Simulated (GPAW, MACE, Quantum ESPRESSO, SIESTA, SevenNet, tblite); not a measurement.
# Twisted 2H-WS2 double bilayer, 38.21° (84 atoms) in other programs, against a plane-wave reference

Wanted: errors and costs of other methods on twisted 2H-WS2 double bilayer, 38.21° (84 atoms). A plane-wave run serves as the reference.

Program: Quantum ESPRESSO 7.5. Level of theory: Kohn-Sham DFT, PBE, SSSP efficiency 1.3.0 pseudopotentials, plane waves. Results are calculated unless marked as measured.

## 1. Starting point

The cell holds 84 atoms: 28 W and 56 S. Cell: a = 8.347 Å, b = 8.347 Å, c = 38.210 Å, α = 90.0°, β = 90.0°, γ = 120.0°. It derives from WS2 (2H-WS2). 2H-WS2 (a = 3.155 Å) under 2H-WS2 (a = 3.155 Å), double bilayer, commensurate cell of 7 unit cells a layer, twist 38.21 deg; facing planes 3.15, 3.36, 3.14 Å apart; 16 Å of vacuum; layers as built, displaced by a Gaussian of 0.01 Å. Then every atom was moved at random, 0.02 Å r.m.s. a Cartesian component. Regions: layer 1, 21 atoms (7 W and 14 S); layer 2, 21 atoms (7 W and 14 S); layer 3, 21 atoms (7 W and 14 S); layer 4, 21 atoms (7 W and 14 S). Vacuum lies along c.

## 2. The reference run

Contents of pw.in:

```
&control
  calculation = 'scf'
  pseudo_dir = './pseudo'
  outdir = './tmp'
  disk_io = 'none'
  tprnfor = .true.
/
&system
  ibrav = 0
  nat = 84
  ntyp = 2
  ecutwfc = 45
  ecutrho = 360
  nosym = .true.
  occupations = 'smearing'
  smearing = 'fd'
  degauss = 0.003675
/
&electrons
  conv_thr = 4.2e-07
  electron_maxstep = 100
  mixing_beta = 0.4
  mixing_mode = 'local-TF'
  diagonalization = 'david'
/
ATOMIC_SPECIES
W 183.840 W.upf
S 32.060 S.upf
CELL_PARAMETERS angstrom
8.34730 0.00000 0.00000
-4.17365 7.22897 0.00000
0.00000 0.00000 38.21000
ATOMIC_POSITIONS crystal
W 0.18757 0.24063 0.25130
S 0.23564 0.05130 0.29243
S 0.23475 0.04221 0.20894
W 0.33089 0.66199 0.25094
S 0.38166 0.47743 0.29063
S 0.38258 0.47326 0.20898
W 0.48004 0.10024 0.25021
S 0.52962 0.90959 0.29184
S 0.52443 0.90997 0.20993
W 0.61911 0.52285 0.25082
S 0.66861 0.33294 0.29137
S 0.67399 0.33715 0.21058
[... 68 atom lines left out ...]
S 0.57451 0.85579 0.70861
W 0.66601 0.33675 0.74877
S 0.71724 0.57150 0.79064
S 0.71418 0.57327 0.70759
K_POINTS gamma
```

Command:

```sh
OMP_NUM_THREADS=1 mpirun -np 4 pw.x -in pw.in > output.txt
```

Output:

```text
Program PWSCF
     gamma-point specific algorithms are used
     one sub-group per band group will be used
     scalapack distributed-memory algorithm (size of sub-group:  2*  2 procs)
     Parallelization info
     sticks:   dense  smooth     PW     G-vecs:    dense   smooth      PW
     Min        1544     771    191               448748   158663   19804
     Max        1547     774    194               448763   158694   19830
     Sum        6181    3091    769              1795013   634719   79247
     bravais-lattice index     =            0
     lattice parameter (alat)  =      15.7741  a.u.
     unit-cell volume          =   15559.5160 (a.u.)^3
     number of atoms/cell      =           84
     number of atomic types    =            2
     number of electrons       =       728.00
[... lines left out ...]
     scf convergence threshold =      4.2E-07
[... lines left out ...]
     number of k points=     1  Fermi-Dirac smearing, width (Ry)=  0.0037
[... lines left out ...]
     total energy              =   -5810.91040529 Ry
[... lines left out ...]
     total energy              =   -5810.33794626 Ry
[... lines left out ...]
     total energy              =   -5810.58495150 Ry
[... lines left out ...]
     total energy              =   -5810.58988065 Ry
[... lines left out ...]
     total energy              =   -5810.58988057 Ry
     estimated scf accuracy    <       0.00000045 Ry
     iteration # 32     ecut=    45.00 Ry     beta= 0.40
     negative rho (up, down):  1.887E+00 0.000E+00
     End of self-consistent calculation
          k = 0.0000 0.0000 0.0000 ( 39624 PWs)   bands (ev):
   -68.8887 -68.8716 -68.8585 -68.8513 -68.8507 -68.8393 -68.8376 -68.8339
   -68.8320 -68.8260 -68.8250 -68.8241 -68.8223 -68.8184 -68.8164 -68.8137
   -68.8065 -68.8024 -68.8005 -68.7955 -68.7897 -68.7884 -68.7874 -68.7780
[...]
8.3399   8.3436   8.3523   8.3599   8.3657   8.3742   8.3763   8.3882
     8.4056   8.4087   8.4238   8.4249   8.5070   8.5410   8.5421   8.5613
     8.5856   8.6189   8.6417   8.6803   8.7004
     the Fermi energy is     6.3622 ev
!    total energy              =   -5810.58988037 Ry
     estimated scf accuracy    <       0.00000032 Ry
     smearing contrib. (-TS)   =      -0.00000013 Ry
     internal energy E=F+TS    =   -5810.58988024 Ry
     The total energy is F=E-TS. E is the sum of the following terms:
     one-electron contribution =  -47039.85668372 Ry
     hartree contribution      =   23665.14361948 Ry
     xc contribution           =   -1630.67297544 Ry
     ewald contribution        =   19194.79615944 Ry
     convergence has been achieved in  32 iterations
     negative rho (up, down):  1.887E+00 0.000E+00
     Forces acting on atoms (cartesian axes, Ry/au):
     atom    1 type  1   force =     0.04712808   -0.02826095   -0.05822665
     atom    2 type  2   force =     0.01671991   -0.01983785   -0.02156701
     atom    3 type  2   force =    -0.00629696    0.02260716    0.01189405
[...]
atom   83 type  2   force =    -0.00550123    0.00255764    0.00681789
     atom   84 type  2   force =     0.00224854    0.00031174   -0.00519412
     Total force =     0.340465     Total SCF correction =     0.002065
     Message from routine punch:
     Nothing written, as per user request (disk_io='none')
```

Wall time 15 min (4 MPI ranks of Arm Neoverse V2, shared host); peak memory 8.1 GiB; 58 min of CPU time.

Banners, paths, timers and routine set-up lines are dropped from the logs unmarked, and long logs keep their key lines alone; longer cuts are marked.

Numbers from this run:

```
r.m.s. force component                           : 0.5514 eV/Å
longest force                                    : 2.058 eV/Å
gap (highest filled to lowest empty level) : 1.484 eV
```

## 3. The ladder

The programs:
- GPAW 26.7.0: PAW with atomic orbitals (LCAO), plane waves or a real-space grid of spacing h.
- MACE: machine-learned potential, published weights.
- Quantum ESPRESSO 7.5: plane waves; labels (QE) give functional, pseudopotential set and cutoffs of waves/density.
- SIESTA 5.4.2: numerical atomic orbitals, whose automatically made sets are far from complete, with PseudoDojo norm-conserving potentials that we converted to its format (checked against plane waves on the same files for H, C, O, Si, Ge and Ca alone); labels give functional, basis size, energy shift and mesh cutoff.
- SevenNet: machine-learned potential, published weights.
- tblite 0.8.0: extended tight binding, driven from Python.

All use the same cell and atoms; the electronic-structure runs use the same k-mesh, and an electronic temperature of 580 K (0.05 eV) where levels are smeared.

Differences are against the plane-wave reference, forces as r.m.s. over components; share is that over the reference's r.m.s. force, slope the least-squares factor from reference forces to these. Total energies of different programs have different zeros and aren't compared.

| run | Δ force, r.m.s. (meV/Å) | share (%) | slope | Δ gap (eV) | cores | CPU time | memory (GiB) |
| --- | --- | --- | --- | --- | --- | --- | --- |
| reference | - | - | - | - | 4 | 58 min | 8.1 |
| GPAW LDA, LCAO dzp, h 0.2 Å | 119 | 21.6 | 0.970 | -0.0552 | 1 | 5.9 min | 1.8 |
| GPAW PBE, LCAO dzp, h 0.2 Å | 178 | 32.3 | 1.114 | 0.0104 | 1 | 3.7 min | 1.8 |
| GPAW PBE, LCAO sz(dzp), h 0.2 Å (coarse) | 1091 | 198 | 1.619 | 0.112 | 1 | 86 s | 1.6 |
| MACE MP-0b2 small potential | 129 | 23.4 | 0.853 | - | 1 | 5.8 s | 0.67 |
| QE PBE, sssp-1.3.0-efficiency, 25/200 Ry (coarse) | 10.1 | 1.84 | 1.009 | 0.0012 | 4 | 26 min | 3.6 |
| SIESTA PBE, DZP, shift 0.001 Ry, mesh 300 Ry | 220 | 39.9 | 1.132 | 0.0476 | 2 | 7.2 min | 2.0 |
| SIESTA PBE, DZP, shift 0.01 Ry, mesh 150 Ry (coarse) | 129 | 23.5 | 1.065 | 0.0187 | 2 | 73 s | 0.72 |
| SIESTA PBE, DZP, shift 0.01 Ry, mesh 300 Ry | 129 | 23.5 | 1.065 | 0.0186 | 2 | 2.6 min | 1.3 |
| SIESTA PBE, SZ, shift 0.01 Ry, mesh 300 Ry (coarse) | 771 | 140 | 1.510 | -0.005 | 1 | 56 s | 0.67 |
| SIESTA revPBE, PBE potentials, DZP, shift 0.01 Ry, mesh 300 Ry | 147 | 26.7 | 1.075 | 0.0491 | 2 | 2.7 min | 1.3 |
| SevenNet 0 potential | 196 | 35.6 | 0.703 | - | 1 | 7 s | 0.75 |
| SevenNet l3i5 potential | 160 | 29.0 | 0.769 | - | 1 | 8.2 s | 1.1 |
| tblite GFN1-xTB | 87.2 | 15.8 | 1.045 | - | 1 | 18 s | 0.17 |

Rows marked coarse were listed beforehand as settings not expected to be converged; some can still land near the reference.

Times of the machine-learned potentials are mostly Python's start and the loading of weights.

CPU time is summed over cores on a shared host, where runs went side by side, so it is rough. Symmetry, cutoffs, thresholds, outputs and thread counts weren't matched or tuned between programs; memory under MPI is the largest rank's times the ranks.

Mean charges by element (e), by run and scheme:

| run | scheme | W | S |
| --- | --- | --- | --- |
| SIESTA PBE, DZP, shift 0.001 Ry, mesh 300 Ry | Hirshfeld | +0.22 | -0.11 |
| SIESTA PBE, DZP, shift 0.01 Ry, mesh 300 Ry | Hirshfeld | +0.24 | -0.12 |
| SIESTA revPBE, PBE potentials, DZP, shift 0.01 Ry, mesh 300 Ry | Hirshfeld | +0.24 | -0.12 |
| tblite GFN1-xTB | Mulliken | +0.40 | -0.20 |

Within one program, basis, potentials and functional, energies share a zero. Each run against its twin at the usual cutoff or grid and solver:

| run | twin | Δ energy (meV/atom) | Δ force, r.m.s. (meV/Å) | CPU time over the twin's |
| --- | --- | --- | --- | --- |
| QE PBE, sssp-1.3.0-efficiency, 25/200 Ry | sssp-1.3.0-efficiency, 45/360 Ry | 83.4 | 10.1 | 0.44 |
| SIESTA PBE, DZP, shift 0.01 Ry, mesh 150 Ry | DZP, shift 0.01 Ry, mesh 300 Ry | -2.87 | 3.57 | 0.46 |

A second geometry, displaced anew (every atom was moved at random, 0.06 Å r.m.s. a Cartesian component), gives an energy difference that all programs can be tested on. The reference puts it at 85.81 meV/atom.

| run | energy less the first geometry's (meV/atom) | error (meV/atom) | force share at the second geometry (%) |
| --- | --- | --- | --- |
| SevenNet 0 potential | 57.32 | -28.5 | 37.6 |
| MACE MP-0b2 small potential | 70.15 | -15.7 | 26.9 |
| SevenNet l3i5 potential | 65.36 | -20.5 | 30.5 |
| GPAW PBE, LCAO dzp, h 0.2 Å | 93.83 | 8.02 | 14.1 |
| SIESTA PBE, DZP, shift 0.01 Ry, mesh 300 Ry | 90.84 | 5.03 | 9.99 |
| GPAW LDA, LCAO dzp, h 0.2 Å | 84.87 | -0.945 | 8.23 |
| GPAW PBE, LCAO sz(dzp), h 0.2 Å | 126.7 | 40.9 | 80.4 |
| QE PBE, sssp-1.3.0-efficiency, 25/200 Ry | 86.46 | 0.645 | 0.883 |
| SIESTA PBE, DZP, shift 0.001 Ry, mesh 300 Ry | 95.00 | 9.19 | 16.9 |
| SIESTA PBE, SZ, shift 0.01 Ry, mesh 300 Ry | 120.8 | 35.0 | 60.7 |
| SIESTA PBE, DZP, shift 0.01 Ry, mesh 150 Ry | 90.83 | 5.02 | 9.99 |
| SIESTA revPBE, PBE potentials, DZP, shift 0.01 Ry, mesh 300 Ry | 91.25 | 5.44 | 11.3 |

## 4. Summary of results

| Property | Result |
| --- | --- |
| reference r.m.s. force component | 0.551 eV/Å |
| nearest in forces | QE PBE, sssp-1.3.0-efficiency, 25/200 Ry (coarse), 1.8 % |
| farthest in forces | GPAW PBE, LCAO sz(dzp), h 0.2 Å (coarse), 198 % |
| cheapest electronic-structure run beside the reference | tblite GFN1-xTB, 18 s of CPU time |

In words: The PBE runs in local orbitals, coarse settings apart, differ by 23 % (SIESTA PBE, DZP, shift 0.01 Ry, mesh 300 Ry) to 40 % (SIESTA PBE, DZP, shift 0.001 Ry, mesh 300 Ry); basis, grid and potentials can all enter. Tight binding differs by 16 % (tblite GFN1-xTB); it is another model, with fitted parameters of its own, and the xTB methods hold dispersion. Machine-learned potentials differ by 23 % (MACE MP-0b2 small potential) to 36 % (SevenNet 0 potential); they were trained on other programs' data. Among those trained on PBE data the slope goes as low as 0.70, which softening far from their training structures can give, though the reference's k-sampling is untested too. Rows with another functional or a dispersion term differ by 22 % (GPAW LDA, LCAO dzp, h 0.2 Å) to 27 % (SIESTA revPBE, PBE potentials, DZP, shift 0.01 Ry, mesh 300 Ry), which mixes the change of model with differences of basis and potentials, some of them made for another functional. Runs with settings chosen to be coarse differ by 1.8 % (QE PBE, sssp-1.3.0-efficiency, 25/200 Ry) to 198 % (GPAW PBE, LCAO sz(dzp), h 0.2 Å), their programs' other errors included. Of the electronic-structure runs that take under half the reference's CPU time, QE PBE, sssp-1.3.0-efficiency, 25/200 Ry comes nearest, at 1.8 % in 26 min against 58 min. GPAW PBE, LCAO dzp, h 0.2 Å stiffens the forces by a factor of 1.11 while following their directions (correlation 0.965); the difference isn't even, but is largest on one element. At the same functional, gaps differ from the reference's 1.48 eV by between -0.01 and +0.11 eV. These are spacings on the run's k-points, which needn't hold the band edges. Charges hang on model, scheme and program or settings: among these rows the mean for W runs from +0.22 to +0.40 e. The energy difference between the two geometries, 85.8 meV/atom in the reference, is met best by QE PBE, sssp-1.3.0-efficiency, 25/200 Ry (coarse) (+0.645) and worst by GPAW PBE, LCAO sz(dzp), h 0.2 Å (coarse) (+40.9). In the reference: filled and empty levels are parted by 1.48 eV on the run's k-points; the mesh holds the band edges only if they fold onto it, so the gap at this level can be narrower or closed. Periodic xTB results under one method name differ between programs and library versions. Machine-learned potentials mimic data converged in k, so the reference's own k-point error enters their differences. The reference's PBE has no dispersion term, which matters for the binding between molecules or layers. The electronic-structure runs sample only Γ, in a cell whose shortest periodic width is 7 Å. Spin–orbit coupling is left out, which matters for the levels of the heavy elements.

[Also dropped from logs without a mark: logging warnings of Python, and SIESTA's first energy breakdown and zero terms.]

[Logs are printed without paths, hosts, clocks, repeated set-up lines and the standing remarks that a program may print on its own settings, such as how far it seeks lower states.]

[Hosts, paths, dates, database ids (printed as entryN), source tags and the programs' standing remarks are cut or masked in the printed files.]
